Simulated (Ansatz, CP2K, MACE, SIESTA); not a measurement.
# SIESTA on Li+ TFSI- in sulfolane and ethyl methyl carbonate and propylene carbonate at 330 K (89 atoms): settings against a plane-wave reference

Aim: run Li+ TFSI- in sulfolane and ethyl methyl carbonate and propylene carbonate at 330 K (89 atoms) in SIESTA and see how near its forces come to a plane-wave reference, and at what cost.

Program: SIESTA 5.4.2. Level of theory: the method is named at each step. Results are calculated unless marked as measured.

**1. Starting point**

The cell holds 89 atoms: 17 O, 4 S, 22 C, 38 H, 1 N, 6 F and 1 Li. Cell: a = 10.118 Å, b = 10.118 Å, c = 10.118 Å, α = 90.0°, β = 90.0°, γ = 90.0°. 2 sulfolane, 2 ethyl methyl carbonate, 1 propylene carbonate, 1 Li+, 1 TFSI- placed at random, at 1.34 g/cm³; overlaps pushed apart, then 10 ps at 550 K with Joung-Cheatham ions (J. Phys. Chem. B 112, 9020 (2008)); MMFF94 bonds, angles, torsions, charges and radii (Halgren, J. Comput. Chem. 17, 490 (1996)) in harmonic and 12-6 forms; charges of ions scaled by 0.8. Snapshot after 30 ps at 330 K and fixed volume. Then every atom was moved at random, 0.03 Å r.m.s. a Cartesian component (hydrogen 0.6 of that).

The yardstick, on the same geometry:

| Quantity | Value |
| --- | --- |
| method | Kohn-Sham DFT, PBE, PAW, plane waves (Ansatz 0.2.0); cutoff 420 eV, Γ point, fermi-dirac smearing of 0.05 eV; PAW set soft_2 |
| r.m.s. force component | 1.55 eV/Å |
| longest force | 8.775 eV/Å |
| gap (highest filled to lowest empty level) | 4.623 eV |
| SCF cycles | 11 |
| time | 4.3 s on 16 threads of Arm Neoverse N1, shared host |
| CPU time | 52 s |

**2. PBE, DZP, shift 0.01 Ry, mesh 350 Ry**

Method: Kohn-Sham DFT, PBE, PseudoDojo 0.4.1 norm-conserving pseudopotentials (converted to PSML), numerical atomic orbitals (DZP), diagonalisation.

The .psml files are PseudoDojo norm-conserving potentials that we converted to this format, checked against plane waves on the same files for H, C, O, Si, Ge and Ca alone.

input.fdf

```
SystemLabel cell
NumberOfAtoms 89
NumberOfSpecies 7
%block ChemicalSpeciesLabel
  1 8 O
  2 16 S
  3 6 C
  4 1 H
  5 7 N
  6 9 F
  7 3 Li
%endblock ChemicalSpeciesLabel
LatticeConstant 1.0 Ang
%block LatticeVectors
  10.11785 0.00000 0.00000
  0.00000 10.11785 0.00000
  0.00000 0.00000 10.11785
%endblock LatticeVectors
PAO.BasisSize DZP
PAO.EnergyShift 0.01 Ry
PAO.Polarization.NonPerturbative T
XC.Functional GGA
XC.Authors PBE
MeshCutoff 350 Ry
%block kgrid_Monkhorst_Pack
  1 0 0 0.0
  0 1 0 0.0
  0 0 1 0.0
%endblock kgrid_Monkhorst_Pack
SolutionMethod diagon
OccupationFunction FD
ElectronicTemperature 580 K
SCF.Mixer.Method Pulay
SCF.Mixer.Weight 0.15
SCF.Mixer.History 8
SCF.Mix Hamiltonian
MaxSCFIterations 150
SCF.DM.Tolerance 1e-04
SCF.H.Tolerance 1.0e-3 eV
WriteForces T
Write.HirshfeldPop T
Write.VoronoiPop T
Write.DM F
Write.H F
XML.Write F
AtomicCoordinatesFormat Fractional
%block AtomicCoordinatesAndAtomicSpecies
  0.31976 0.06504 0.93342 1
  0.41059 0.01234 0.83316 2
  0.53807 0.95559 0.87885 1
  0.34892 0.91764 0.70492 3
  0.37865 0.98673 0.57888 3
  0.38007 0.13058 0.61413 3
  0.45571 0.15085 0.73315 3
  0.24259 0.91210 0.72716 4
  0.39202 0.82016 0.70010 4
  0.29503 0.96566 0.50499 4
  0.47614 0.95446 0.53869 4
  0.42328 0.18996 0.54168 4
  0.27926 0.16646 0.62101 4
  0.56976 0.15180 0.71402 4
  0.43492 0.24549 0.78421 4
  0.91759 0.72080 0.58846 1
  0.83421 0.80177 0.66819 2
  0.71148 0.84871 0.61838 1
  0.80852 0.71306 0.81065 3
  0.88045 0.79960 0.92322 3
  0.98862 0.87151 0.85728 3
  0.92658 0.93508 0.73458 3
  0.84244 0.61804 0.81117 4
  0.69583 0.71674 0.81972 4
  0.92090 0.72878 0.00570 4
  0.81761 0.87320 0.96558 4
  0.04058 0.94021 0.91902 4
  0.06912 0.80721 0.83983 4
  0.85370 0.00432 0.76500 4
  0.99895 0.97440 0.66844 4
  0.73071 0.04396 0.33469 3
  0.85140 0.96165 0.35113 3
  0.93681 0.98068 0.24258 1
  0.05343 0.92100 0.25966 3
  0.07991 0.85591 0.36006 1
  0.11292 0.91692 0.14651 1
  0.23471 0.84708 0.15419 3
  0.77272 0.15006 0.32966 4
  0.65669 0.03507 0.41588 4
  0.68485 0.03271 0.24068 4
  0.80976 0.85844 0.35072 4
  0.90271 0.98284 0.44421 4
  0.21114 0.74043 0.18674 4
  0.30846 0.86963 0.23502 4
  0.28627 0.83170 0.05962 4
  0.04362 0.41341 0.01701 3
  0.04007 0.28711 0.93757 3
  0.91227 0.27243 0.87976 1
  0.90223 0.27248 0.75175 3
  0.98310 0.23264 0.68395 1
  0.81012 0.34658 0.72019 1
  0.77983 0.35406 0.56931 3
  0.12868 0.40587 0.08345 4
  0.95695 0.40237 0.08768 4
  0.04205 0.50121 0.96262 4
  0.05501 0.20121 0.00084 4
[... 29 atom lines left out ...]
  0.62884 0.43268 0.00538 4
  0.51285 0.42239 0.27962 4
  0.62246 0.31666 0.20149 4
  0.00008 0.68518 0.39765 7
%endblock AtomicCoordinatesAndAtomicSpecies
```

Launch:

```
$ OMP_NUM_THREADS=1 mpirun -np 4 siesta < input.fdf > output.txt
```

Output:

```text
Version         : 5.4.2
reinit: System Name:
reinit: System Label: cell
initatom: Reading input for the pseudopotentials and atomic orbitals ----------
Species number:   1 Atomic number:    8 Label: O
Species number:   2 Atomic number:   16 Label: S
Species number:   3 Atomic number:    6 Label: C
Species number:   4 Atomic number:    1 Label: H
Species number:   5 Atomic number:    7 Label: N
Species number:   6 Atomic number:    9 Label: F
Species number:   7 Atomic number:    3 Label: Li
Ground state valence configuration (from tables):   2s02  2p04  3d00  4f00
Ground state valence configuration (from tables):   3s02  3p04  3d00  4f00
Ground state valence configuration (from tables):   2s02  2p02  3d00  4f00
Ground state valence configuration (from tables):   1s01  2p00  3d00  4f00
Ground state valence configuration (from tables):   2s02  2p03  3d00  4f00
Ground state valence configuration (from tables):   2s02  2p05  3d00  4f00
Ground state valence configuration (from tables):   2s01  2p00  3d00  4f00
---- Processing specs for species: O
GGA--PBE XC_GGA_X_PBE--XC_GGA_C_PBE pb
---- Processing specs for species: S
GGA--PBE XC_GGA_X_PBE--XC_GGA_C_PBE pb
---- Processing specs for species: C
GGA--PBE XC_GGA_X_PBE--XC_GGA_C_PBE pb
---- Processing specs for species: H
GGA--PBE XC_GGA_X_PBE--XC_GGA_C_PBE pb
---- Processing specs for species: N
GGA--PBE XC_GGA_X_PBE--XC_GGA_C_PBE pb
---- Processing specs for species: F
GGA--PBE XC_GGA_X_PBE--XC_GGA_C_PBE pb
---- Processing specs for species: Li
GGA--PBE XC_GGA_X_PBE--XC_GGA_C_PBE pb
Semicore shell(s) with  2 electrons included in the valence for Li
Semicore shell(s): 1s
O pseudopotential only contains V_ls up to l=2 -- lmxkb reset.
S pseudopotential only contains V_ls up to l=2 -- lmxkb reset.
C pseudopotential only contains V_ls up to l=1 -- lmxkb reset.
H pseudopotential only contains V_ls up to l=1 -- lmxkb reset.
N pseudopotential only contains V_ls up to l=1 -- lmxkb reset.
[... lines left out ...]
Total number of electrons:   302.000000
[... lines left out ...]
Some features might not work optimally:
Some features might not work optimally:
e.g. DM initialization from atomic data
e.g. DM initialization from atomic data
new_DM -- step:     1
Initializing Density Matrix...
Attempting to read DM from file... Failed...
DM filled with atomic data:
InitMesh: MESH = 120 x 120 x 120 = 1728000
InitMesh: Mesh cutoff (required, used) =   350.000   388.766 Ry
stepf: Fermi-Dirac step function
        iscf     Eharris(eV)        E_KS(eV)     FreeEng(eV)     dDmax    Ef(eV) dHmax(eV)
   scf:    1   -17357.901268   -17477.383891   -17477.383891  1.928006 -4.310196 11.777163
   scf:    2   -17525.486446   -17503.623522   -17503.623522  0.102232 -3.788914  7.351927
   scf:    3   -17520.042591   -17518.063796   -17518.063796  0.165221 -4.683911  2.317822
[...]
scf:   12   -17519.216751   -17519.216748   -17519.216748  0.000237 -4.738587  0.000830
   scf:   13   -17519.216748   -17519.216748   -17519.216748  0.000044 -4.738686  0.000517
SCF Convergence by DM+H criterion
max |DM_out - DM_in|         :     0.0000440294
max |H_out - H_in|      (eV) :     0.0005170132
SCF cycle converged after 13 iterations
Using DM_out to compute the final energy and forces
siesta: E_KS(eV) =           -17519.2167
siesta: E_KS - E_eggbox =    -17519.2167
siesta: Atomic forces (eV/Ang):
     1   -2.303739   -0.085487    1.229017
     2    3.472441    1.665578    0.865732
     3    1.044246   -1.371832    0.666405
[...]
88    0.362283   -1.116164    0.221228
    89    0.126840   -0.109060    0.795078
----------------------------------------
   Tot   -0.023309    0.020647    0.024669
----------------------------------------
   Max    8.002796
   Res    1.855831    sqrt( Sum f_i^2 / 3N )
----------------------------------------
   Max    8.002796    constrained
Stress tensor Voigt[x,y,z,yz,xz,xy] (kbar):      -69.91      -75.01      -96.44       10.99       12.51       18.91
(Free)E + p*V (eV/cell)   -17467.2034
Target enthalpy (eV/cell)   -17519.2167
siesta: Program's energy decomposition (eV):
siesta: Ebs     =     -4529.232687
siesta: Eions   =     27890.059778
siesta: Ena     =      5619.093969
siesta: Ekin    =     11672.071746
siesta: Enl     =     -1848.176734
siesta: DEna    =      -126.462739
siesta: DUscf   =        29.583519
siesta: Ex      =     -4622.431571
siesta: Ec      =      -352.835159
siesta: Exc     =     -4975.266730
siesta: Eharris =    -17519.216748
siesta: Etot    =    -17519.216748
siesta: FreeEng =    -17519.216748
siesta: Final energy (eV):
siesta:  Band Struct. =   -4529.232687
siesta:       Kinetic =   11672.071746
siesta:       Hartree =   10913.483035
siesta:         Exch. =   -4622.431571
siesta:         Corr. =    -352.835159
siesta:   Exch.-corr. =   -4975.266730
siesta:  Ion-electron =  -32478.855882
siesta:       Ion-ion =   -2650.648917
siesta:         Total =  -17519.216748
siesta:         Fermi =      -4.738686
siesta: Stress tensor (static) (eV/Ang**3):
siesta:    -0.043637    0.011801    0.007811
siesta:     0.011801   -0.046819    0.006859
siesta:     0.007811    0.006859   -0.060195
siesta: Cell volume =       1035.773295 Ang**3
siesta: Pressure (static):
siesta:                Solid            Molecule  Units
siesta:           0.00054693          0.00048447  Ry/Bohr**3
siesta:           0.05021695          0.04448171  eV/Ang**3
siesta:          80.45643162         71.26756069  kBar
    Orbital volume contribution        =          25.238929 eV
    (Free)E + p_basis*V_orbitals       =      -17493.977819 eV
    (Free)Eharris+ p_basis*V_orbitals  =      -17493.977819 eV
Hirshfeld Atomic Populations:
Atom #   charge [q] valence [e]  Species
     1    -0.251007    6.251007  O
     2     0.439394    5.560606  S
     3    -0.289350    6.289350  O
     4    -0.054257    4.054257  C
     5    -0.023153    4.023153  C
     6    -0.061356    4.061356  C
[...]
8     0.034509    0.965491  H
     9     0.011675    0.988325  H
    10     0.023021    0.976979  H
[...]
16    -0.211488    6.211488  O
    17     0.479962    5.520038  S
[...]
61    -0.256768    5.256768  N
    62     0.377104    5.622896  S
[...]
66    -0.053361    7.053361  F
    67    -0.040702    7.040702  F
    68    -0.033602    7.033602  F
[...]
89     0.043649    2.956351  Li
--------------------
 Total     0.000017
Voronoi Atomic Populations:
Atom #   charge [q] valence [e]  Species
[...]
61    -0.316292    5.316292  N
    62     0.490167    5.509833  S
[...]
69     0.515335    5.484665  S
[...]
74     0.005308    6.994692  F
    75    -0.128439    7.128439  F
[...]
78     0.046518    3.953482  C
[...]
80     0.261235    3.738765  C
    81    -0.194183    6.194183  O
    82    -0.054323    6.054323  O
[...]
87     0.008772    0.991228  H
    88     0.028069    0.971931  H
    89    -0.001212    3.001212  Li
--------------------
 Total     0.000017
```

The job ended after 70 s (4 MPI ranks of Arm Neoverse N1, shared host; peak memory 1.7 GiB; 4.7 min of CPU time).

Banners, paths, timers and routine set-up lines are dropped from the logs unmarked, and long logs keep their key lines alone; longer cuts are marked.

Compared with the plane-wave run:

* r.m.s. force component: 1.856 eV/Å
* r.m.s. difference of force components: 768.2 meV/Å
* longest difference of force vectors: 3401 meV/Å
* force difference over r.m.s. force: 49.56 %
* slope of forces against the reference's: 1.094
* correlation of force components: 0.9137
* gap (highest filled to lowest empty level): 4.49 eV
* gap difference: -0.1331 eV

This run lies far from the reference in forces at the same functional.

Length of the force difference by element (eV/Å):

```tsv
element	atoms	mean	most
C	22	0.66	2.4
F	6	2.1	2.6
H	38	0.60	1.1
Li	1	0.076	0.076
N	1	0.83	0.83
O	17	2.1	3.4
S	4	1.8	1.9
```

Levels nearest the highest filled one (eV from it): -1.23, -1.18, -1.05, -1.02, -0.87, -0.72, -0.56, -0.54, -0.50, -0.47, -0.15, 0.00, 4.49, 4.56, 4.69, 4.81, 5.52, 5.73, 5.80, 5.98, 6.08, 6.19, 6.37, 6.44.

Local excerpt of 10 atoms (numbers count through the whole input) about N61, the only N atom; x, y, z are measured from there.

```tsv
atom	x	y	z	distance (Å)	Hirshfeld charge (e)	Fx	Fy	Fz (eV/Å)
N61	0.00	0.00	0.00	0.00	-0.26	-0.87	-4.57	-0.68
S62	0.31	1.34	0.60	1.50	0.38	1.60	1.68	0.60
S69	-0.25	-0.01	-1.58	1.60	0.42	0.93	2.64	1.89
O70	-1.64	0.39	-1.77	2.45	-0.20	-1.86	0.52	-1.26
O64	-0.25	2.45	-0.12	2.47	-0.23	-1.38	2.64	-2.25
O63	0.10	1.44	2.02	2.48	-0.24	0.09	-0.66	3.28
O71	0.89	0.71	-2.22	2.49	-0.21	-0.04	-0.29	-1.30
C65	2.12	1.52	0.28	2.63	0.18	-1.21	0.74	0.20
C72	-0.22	-1.69	-2.04	2.66	0.21	3.87	-1.05	-1.72
F68	2.67	0.35	-0.08	2.70	-0.03	0.90	-1.93	-1.37
```

Forces lie 50 % from the reference's, at 5.4 times its CPU time (on 4 against 16 cores).

**3. PBE, SZ, shift 0.02 Ry, mesh 350 Ry**

Method: Kohn-Sham DFT, PBE, PseudoDojo 0.4.1 norm-conserving pseudopotentials (converted to PSML), numerical atomic orbitals (SZ), diagonalisation.

input.fdf: that of step 2 with these lines changed.

```diff
@@ -18,4 +18,4 @@
 %endblock LatticeVectors
-PAO.BasisSize DZP
-PAO.EnergyShift 0.01 Ry
+PAO.BasisSize SZ
+PAO.EnergyShift 0.02 Ry
 PAO.Polarization.NonPerturbative T
@@ -33,3 +33,3 @@
 SCF.Mixer.Method Pulay
-SCF.Mixer.Weight 0.15
+SCF.Mixer.Weight 0.2
 SCF.Mixer.History 8
```

Output:

```text
Version         : 5.4.2
reinit: System Name:
reinit: System Label: cell
initatom: Reading input for the pseudopotentials and atomic orbitals ----------
Species number:   1 Atomic number:    8 Label: O
Species number:   2 Atomic number:   16 Label: S
Species number:   3 Atomic number:    6 Label: C
Species number:   4 Atomic number:    1 Label: H
Species number:   5 Atomic number:    7 Label: N
Species number:   6 Atomic number:    9 Label: F
Species number:   7 Atomic number:    3 Label: Li
Ground state valence configuration (from tables):   2s02  2p04  3d00  4f00
Ground state valence configuration (from tables):   3s02  3p04  3d00  4f00
Ground state valence configuration (from tables):   2s02  2p02  3d00  4f00
[... lines left out ...]
        iscf     Eharris(eV)        E_KS(eV)     FreeEng(eV)     dDmax    Ef(eV) dHmax(eV)
[... lines left out ...]
SCF Convergence by DM+H criterion
[... lines left out ...]
SCF cycle converged after 13 iterations
[... lines left out ...]
   Max   15.433709
[... lines left out ...]
   Max   15.433709    constrained
Stress tensor Voigt[x,y,z,yz,xz,xy] (kbar):     -317.87     -295.53     -356.52       16.69       22.32       44.36
[... lines left out ...]
siesta: FreeEng =    -17371.241953
[... lines left out ...]
siesta:         Fermi =      -2.610415
[... lines left out ...]
siesta:     0.013929    0.010417   -0.222522
siesta: Cell volume =       1035.773295 Ang**3
siesta: Pressure (static):
siesta:                Solid            Molecule  Units
siesta:           0.00219780          0.00154216  Ry/Bohr**3
siesta:           0.20179307          0.14159497  eV/Ang**3
siesta:         323.30814115        226.86014486  kBar
    Orbital volume contribution        =           8.842355 eV
    (Free)E + p_basis*V_orbitals       =      -17362.399598 eV
    (Free)Eharris+ p_basis*V_orbitals  =      -17362.399598 eV
Hirshfeld Atomic Populations:
Atom #   charge [q] valence [e]  Species
     1    -0.310376    6.310376  O
     2     0.643590    5.356410  S
     3    -0.341660    6.341660  O
     4    -0.066119    4.066119  C
     5    -0.018609    4.018609  C
     6    -0.041109    4.041109  C
[...]
8     0.018531    0.981469  H
     9     0.014477    0.985523  H
    10     0.028433    0.971567  H
[...]
16    -0.290376    6.290376  O
    17     0.708825    5.291175  S
[...]
61    -0.411263    5.411263  N
    62     0.664852    5.335148  S
[...]
66    -0.095750    7.095750  F
    67    -0.091185    7.091185  F
    68    -0.086352    7.086352  F
[...]
89     0.123165    2.876835  Li
--------------------
 Total    -0.000008
Voronoi Atomic Populations:
Atom #   charge [q] valence [e]  Species
[...]
61    -0.453791    5.453791  N
    62     0.730410    5.269590  S
[...]
69     0.707605    5.292395  S
[...]
74    -0.051621    7.051621  F
    75    -0.152566    7.152566  F
[...]
78     0.099449    3.900551  C
[...]
80     0.266558    3.733442  C
    81    -0.192044    6.192044  O
    82    -0.101444    6.101444  O
[...]
87    -0.000123    1.000123  H
    88    -0.006713    1.006713  H
    89     0.097320    2.902680  Li
--------------------
 Total    -0.000007
```

The job ended after 21 s (4 MPI ranks; peak memory 1 GiB; 82 s of CPU time).

Against the reference:

- r.m.s. force component: 3.996 eV/Å
- r.m.s. difference of force components: 3351 meV/Å
- longest difference of force vectors: 14740 meV/Å
- force difference over r.m.s. force: 216.2 %
- slope of forces against the reference's: 1.486
- correlation of force components: 0.5765
- gap (highest filled to lowest empty level): 2.706 eV
- gap difference: -1.917 eV

This is a coarse setting, run to see what it loses.

Against the first run (50 %), the force difference from the reference is 216 %, at 0.29 times the CPU time.

**4. Side by side**

Differences are against the plane-wave reference, forces as r.m.s. over components; share is that over the reference's r.m.s. force, slope the least-squares factor from reference forces to these. Total energies of different programs have different zeros and aren't compared.

```tsv
run	Δ force, r.m.s. (meV/Å)	share (%)	slope	Δ gap (eV)	cores	CPU time	memory (GiB)
reference	-	-	-	-	16	52 s	1.3
SIESTA PBE, DZP, shift 0.01 Ry, mesh 350 Ry	768	49.6	1.094	-0.133	4	4.7 min	1.7
SIESTA PBE, SZ, shift 0.02 Ry, mesh 350 Ry (coarse)	3351	216	1.486	-1.92	4	82 s	1.0
```

Rows marked coarse were listed beforehand as settings not expected to be converged; some can still land near the reference.

CPU time is summed over cores on a shared host, where runs went side by side, so it is rough. Symmetry, cutoffs, thresholds, outputs and thread counts weren't matched or tuned between programs; memory under MPI is the largest rank's times the ranks.

**5. Summary of results**

| Quantity | Value |
| --- | --- |
| nearest in forces | SIESTA PBE, DZP, shift 0.01 Ry, mesh 350 Ry, 50 % |
| its CPU time | 4.7 min |

**Reading.** The PBE run in local orbitals, coarse settings apart, differs by 50 % (SIESTA PBE, DZP, shift 0.01 Ry, mesh 350 Ry); basis, grid and potentials can all enter, and differences of this size make the forces unusable. Runs with settings chosen to be coarse differ by 216 % (SIESTA PBE, SZ, shift 0.02 Ry, mesh 350 Ry), their programs' other errors included. None of the electronic-structure runs in the table takes under half the reference's CPU time of 52 s; they take 1.6 to 5.4 times as much. At the same functional, gaps differ from the reference's 4.62 eV by between -1.92 and -0.13 eV. The network of contacts between molecules at the start is that of the classical potential that made the cell, and needn't be the one that DFT or experiment would give. The reference's PBE has no dispersion term, which matters for the binding between molecules or layers. The electronic-structure runs sample only Γ, in a cell whose shortest periodic width is 10 Å.

[Also dropped from logs without a mark: logging warnings of Python, and SIESTA's first energy breakdown and zero terms.]

[Logs are printed without paths, hosts, clocks, repeated set-up lines and the standing remarks that a program may print on its own settings, such as how far it seeks lower states.]

[Hosts, paths, dates, database ids (printed as entryN), source tags and the programs' standing remarks are cut or masked in the printed files.]

[The MMFF94 radii named for the starting cell were scaled by 0.96; in molecules described by MMFF94, hydrogen bound to N, O or S took a small fixed 12-6 site in their place.]
